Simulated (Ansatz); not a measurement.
**Li4HfSc (built on the ScCu4Sn structure): a soft mode frozen in**

Wanted: the energy along a soft mode of Li4HfSc (built on the ScCu4Sn structure) and the structure at the end.

Main program and level: Ansatz 0.2.0; DFT PBE, scalar-relativistic, plane waves, norm-conserving pseudopotentials.

This is a report of a sequence of runs, with the program logs left out and the cost of each run kept.

The structure was built from a prototype and need not be the compound's stable phase.

## Step 1: The starting structure

Symmetry: F-43m, No. 216, cubic system. The conventional cell has a = 7.706 Å, b = 7.706 Å, c = 7.706 Å, α = 90.00°, β = 90.00°, γ = 90.00°. Nearest to Sc lie 12 Li at 3.20 Å and 4 Hf at 3.34 Å. Nearest to Li lie 6 Li at 2.71 to 2.74 Å and 3 Hf at 3.19 Å and 3 Sc at 3.20 Å. Hf has 12 Li at 3.19 Å and 4 Sc at 3.34 Å nearest. Farther neighbours, and contacts between anions beyond the nearest, are not listed.

## Step 2: Response at finite wavevector

Stability and thermal properties need the whole zone. Linear response on a 2×2×2 q mesh gives force constants as far as a supercell of that size would.

Input file input.yaml:

```yaml
crystal:
  lattice:
    - [0.0, 3.8528861493, 3.8528861493]
    - [3.8528861493, 0.0, 3.8528861493]
    - [3.8528861493, 3.8528861493, 0.0]
  atoms:
    - { symbol: Sc, position: [0.0, 0.0, 0.0] }
    - { symbol: Li, position: [0.3756749818, 0.3756749818, 0.3756749818] }
    - { symbol: Li, position: [0.8729750546, 0.3756749818, 0.3756749818] }
    - { symbol: Li, position: [0.3756749818, 0.3756749818, 0.8729750546] }
    - { symbol: Li, position: [0.3756749818, 0.8729750546, 0.3756749818] }
    - { symbol: Hf, position: [0.75, 0.75, 0.75] }
kpoints:
  mp_grid: { grid: [8, 8, 8] }
hamiltonian:
  xc: pbe
  pseudopotentials: { kind: nc }
scf:
  occupations: { method: methfessel_paxton, width: 0.2 }
output:
  eigenvalues: true
phonons:
  method: dfpt
  qmesh: [2, 2, 2]
  temperatures: { t_max: 1000, t_step: 50 }
  qpath:
    path:
      - [[0.0, 0.0, 0.0], [-0.5, -0.5, 0.0], [-0.375, -0.375, 0.25]]
      - [[-0.375, 0.0, 0.375], [0.0, 0.0, 0.0], [0.0, 0.0, 0.5], [-0.5, -0.25, 0.25], [-0.5, -0.5, 0.0]]
    npoints: 10
```

The run is started by

```
$ ansatz run input.yaml --threads 8 --pin off --max-ram 14336MiB --backend cpu --events-out ev --progress --plain --runs-dir out
```

The job ended after 5.4 min (8 threads of AMD EPYC 7R13 (Zen 3), shared host; peak memory 7.3 GiB; 41 min of CPU time).

This step gave:

```
volume per atom                                         : 19.07 Å³
gap on the k-mesh                                       : 0 eV
sum-rule residual before enforcement                    : 4.96e-4 eV/Å²
lowest frequency on the path                            : -12.56 cm⁻¹
point group                                             : -43m
highest frequency on path, mesh or solved points        : 491.5 cm⁻¹
highest optical mode at the zone centre (no LO-TO term) : 491.4 cm⁻¹
lowest optical zone-centre mode                         : 110.8 cm⁻¹
lowest mode on the q mesh (acoustic modes at Γ apart)   : -12.56 cm⁻¹
```

Frequencies (cm⁻¹) solved at each irreducible wavevector; negative means imaginary. Frequencies by wavevector, by row:

```csv
q in reciprocal lattice units,star,mode 1,mode 2,mode 3,mode 4,mode 16,mode 17,mode 18
0 0 0,1,0,0,0,110.8,376.7,376.7,491.4
0 0 -0.5,4,-12.6,44.1,44.1,97.7,360.4,360.4,458.8
0 -0.5 -0.5,3,47.1,57,57,108.9,323.7,411.8,416.1
```

Interpolated from a 2×2×2 q mesh. The phonon branches at the labelled points (cm⁻¹):

```csv
point,branch 1,branch 2,branch 3,branch 4,branch 15,branch 16,branch 17,branch 18
Γ,0,0,0,111,377,377,377,492
halfway,42,42,47,104,358,358,384,470
X,47,57,57,109,323,324,412,416
halfway,46,54,57,108,331,334,409,418
U,45,47,55,105,339,344,396,426
jump to K,45,47,55,105,339,344,396,426
halfway,37,38,45,100,360,365,376,469
Γ,0,0,0,111,377,377,377,492
halfway,31,31,42,104,368,368,373,477
L,-13,44,44,98,337,360,360,459
halfway,30,48,50,100,347,350,376,445
W,48,48,51,103,347,349,408,414
halfway,46,54,54,106,338,339,410,415
X,47,57,57,109,323,324,412,416
```

Symmetry leaves 3 wavevectors to solve. The lowest mode among them, the acoustic zeros apart, lies at q = (0, 0, -0.5) and is imaginary, 12.6i cm⁻¹, so the energy falls along it.

## Step 3: The mode frozen in, largest atomic shift 0 Å

The mode followed lies at q = (0, 0, -0.5) with frequency 12.6i cm⁻¹, the softest among the wavevectors solved. At small amplitude the pattern taken leaves space group no. 160 by a symmetry search on the positions. The undistorted cell that holds it gives the zero of energy on the same k mesh.

System of this step: Li4HfSc (built on the ScCu4Sn structure). Symmetry: F-43m, No. 216, cubic system. The conventional cell has a = 7.706 Å, b = 7.706 Å, c = 7.706 Å, α = 90.00°, β = 90.00°, γ = 90.00°. Sc has 12 Li at 3.20 Å and 4 Hf at 3.34 Å nearest. Nearest to Li lie 6 Li at 2.71 to 2.74 Å and 3 Hf at 3.19 Å and 3 Sc at 3.20 Å. Nearest to Hf lie 12 Li at 3.19 Å and 4 Sc at 3.34 Å. Farther neighbours, and contacts between anions beyond the nearest, are not listed.

Input file input.yaml:

```yaml
crystal:
  lattice:
    - [0.0, 3.8528861493, 3.8528861493]
    - [-3.8528861493, 3.8528861493, 0.0]
    - [-3.8528861493, -3.8528861493, 7.7057722986]
  atoms:
    - { symbol: Sc, position: [0.0, 1.0, 1.0] }
    - { symbol: Sc, position: [0.0, 0.5, 0.5] }
    - { symbol: Li, position: [0.1270249454, 0.4364875273, 0.8121625091] }
    - { symbol: Li, position: [0.1270249454, 0.9364875273, 0.3121625091] }
    - { symbol: Li, position: [0.6243250182, 0.4364875273, 0.8121625091] }
    - { symbol: Li, position: [0.6243250182, 0.9364875273, 0.3121625091] }
    - { symbol: Li, position: [0.6243250182, 0.1878374909, 0.5635124727] }
    - { symbol: Li, position: [0.6243250182, 0.6878374909, 0.0635124727] }
    - { symbol: Li, position: [0.6243250182, 0.9391874545, 0.8121625091] }
    - { symbol: Li, position: [0.6243250182, 0.4391874545, 0.3121625091] }
    - { symbol: Hf, position: [0.25, 0.875, 0.625] }
    - { symbol: Hf, position: [0.25, 0.375, 0.125] }
kpoints:
  mp_grid: { grid: [9, 9, 9] }
hamiltonian:
  xc: pbe
  pseudopotentials: { kind: nc }
scf:
  occupations: { method: methfessel_paxton, width: 0.2 }
output:
  forces: true
  stress: true
  eigenvalues: true
```

The job ended after 59 s (8 threads; peak memory 4.2 GiB; 7.7 min of CPU time).

Numbers from this step:

```yaml
pressure: 0.004925 GPa
energy_from_the_undistorted_cell: 0 meV/atom
```

The run ends at a pressure of 0.00 GPa, with forces up to 3.6e-4 eV/Å.

## Step 4: The mode frozen in, largest atomic shift 0.04 Å

The atoms are moved along the unstable eigenvector, the largest shift by 0.04 Å, with the cell fixed.

Input file input.yaml:

```yaml
crystal:
  lattice:
    - [0.0, 3.8528861493, 3.8528861493]
    - [-3.8528861493, 3.8528861493, 0.0]
    - [-3.8528861493, -3.8528861493, 7.7057722986]
  atoms:
    - { symbol: Sc, position: [0.001931112, 0.999034444, 0.997103332] }
    - { symbol: Sc, position: [-0.001931112, 0.500965556, 0.502896668] }
    - { symbol: Li, position: [0.1280807707, 0.4359596146, 0.8121532846] }
    - { symbol: Li, position: [0.12596912, 0.93701544, 0.3121717336] }
    - { symbol: Li, position: [0.62380633, 0.4359596146, 0.8121532846] }
    - { symbol: Li, position: [0.6248437064, 0.93701544, 0.3121717336] }
    - { symbol: Li, position: [0.6247507139, 0.1876246431, 0.5628739292] }
    - { symbol: Li, position: [0.6238993225, 0.6880503387, 0.0641510162] }
    - { symbol: Li, position: [0.62380633, 0.9402340554, 0.8121532846] }
    - { symbol: Li, position: [0.6248437064, 0.4381408536, 0.3121717336] }
    - { symbol: Hf, position: [0.2529969755, 0.8735015123, 0.6205045368] }
    - { symbol: Hf, position: [0.2470030245, 0.3764984877, 0.1294954632] }
kpoints:
  mp_grid: { grid: [9, 9, 9] }
hamiltonian:
  xc: pbe
  pseudopotentials: { kind: nc }
scf:
  occupations: { method: methfessel_paxton, width: 0.2 }
output:
  forces: true
  stress: true
  eigenvalues: true
```

Elapsed: 54 s, on 8 threads; peak memory 4.1 GiB.

Numbers from this step:

```yaml
pressure: -8.34e-4 GPa
energy_from_the_undistorted_cell: -0.012 meV/atom
```

The energy, extrapolated to zero smearing, is -0.01 meV/atom against the undistorted cell.

The run ends at a pressure of 0.00 GPa, with forces up to 0.0052 eV/Å.

## Step 5: Energy along the mode, all amplitudes (two of the runs are shown above)

An imaginary frequency means negative curvature, so the energy should fall and then rise again as anharmonic terms take over.

Numbers from this step:

```
depth at the lowest point sampled  : 0.012 meV/atom
largest atomic shift at that point : 0.04 Å
```

Table of energy from the parent by largest atomic shift:

```csv
largest atomic shift (Å),energy from the parent (meV/atom)
0.0000,0
0.0400,-0.012
0.0800,0.049
0.1400,0.833
0.2200,4.45
```

Displacement at unit largest shift by atom:

```csv
atom,x (Å),y (Å),z (Å),size
Sc1,0.372,0.372,-0.372,0.644
Sc2,-0.372,-0.372,0.372,0.644
Li3,0.052,0.052,0.100,0.124
Li4,-0.052,-0.052,-0.100,0.124
Li5,0.052,-0.100,-0.052,0.124
Li6,-0.052,0.100,0.052,0.124
Li7,0.082,0.082,-0.082,0.142
Li8,-0.082,-0.082,0.082,0.142
Li9,-0.100,0.052,-0.052,0.124
Li10,0.100,-0.052,0.052,0.124
Hf11,0.577,0.577,-0.577,0.999
Hf12,-0.577,-0.577,0.577,0.999
```

## Step 6: What came out

| Quantity | Value |
| --- | --- |
| unstable mode of the parent | q = (0, 0, -0.5), 13i cm⁻¹ |
| depth at the lowest point sampled | 0.012 meV/atom |
| largest atomic shift at that point | 0.04 Å |

**Reading.** Freezing this pattern in gains under 0.02 meV/atom on the steps tried, so a well, if there is one, is too shallow to show. With no gap, or one that is small against the smearing, the frequencies hang on the k mesh and the smearing, most of all near Kohn anomalies. The phonon runs are without spin polarisation, although the cell has an odd electron count. Spin-orbit coupling is left out, which can matter for the heavy elements here. The starting cell was built on a prototype and not taken from a measurement, so the phase need not exist. These are harmonic frequencies at zero temperature: anharmonic shifts, linewidths and thermal expansion are left out.

[Long decimals in the printed logs are rounded to 6 places.]

[Logs are printed without paths, hosts, clocks, repeated set-up lines and the standing remarks that a program may print on its own settings, such as how far it seeks lower states.]

[Hosts, paths, dates, database ids (printed as entryN), source tags and the programs' standing remarks are cut or masked in the printed files.]

[Where the starting crystal was built by hand or by swapping elements, it need not be the compound's stable phase.]
